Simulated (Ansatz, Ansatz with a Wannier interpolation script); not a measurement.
An input for Ansatz 0.2.0 (GaN (P6_3mc)):

```yaml
crystal:
  lattice:
    - [3.18, 0.0, 0.0]
    - [-1.59, 2.75396078, 0.0]
    - [0.0, 0.0, 5.166]
  atoms:
    - { symbol: Ga, position: [0.33333333, 0.66666667, 0.0] }
    - { symbol: Ga, position: [0.66666667, 0.33333333, 0.5] }
    - { symbol: "N", position: [0.33333333, 0.66666667, 0.375] }
    - { symbol: "N", position: [0.66666667, 0.33333333, 0.875] }
kpoints:
  mp_grid: { grid: [9, 9, 4] }
hamiltonian:
  xc: lda
  pseudopotentials: { kind: paw, azcp: { folder: soft_1 }, xc_functional: pbe }
scf:
  occupations: { method: fixed }
gw:
  n_empty_bands: 96
  ecut_chi: 96
  qp_bands: [v6, c2]
  screening: { model: contour_deformation }
```

The database entry behind the starting cell differs from later determinations by our own check (about 0.3 % short, ideal inner coordinate), so it need not match the best structure at ambient conditions.

```sh
ansatz run input.yaml --threads 3 --pin off --max-ram 92160MiB --backend cuda --events-out ev --progress --plain --runs-dir out --devices 1 --max-vram 13GiB
```

Question: How long will it take on 1 × NVIDIA H100 80GB HBM3 (shared by 6 runs) with 3 threads of AMD EPYC 7R13 (Zen 3), shared host, and how much memory?

It took 38 s; on shared hardware allow 19 s to 75 s. Peak host memory was 1.2 GiB. The sizes that set the cost: 881 plane waves a state, 36 irreducible k points, 114 bands summed, 99 plane waves in the screening and 9 SCF cycles.

The screening grows as filled bands × empty bands × pairs of k points, times the square of the screening basis for the matrix.

[Paths, hosts, dates, memory and timing lines, banners, echoed tables and standing remarks are left out of the program output.]

[Logs are printed without paths, hosts, clocks, repeated set-up lines and the standing remarks that a program may print on its own settings, such as how far it seeks lower states.]

[Runs of the session that timed out or met a known fault of the program may be left out.]

[Hosts, paths, dates, database ids (printed as entryN), source tags and the programs' standing remarks are cut or masked in the printed files.]
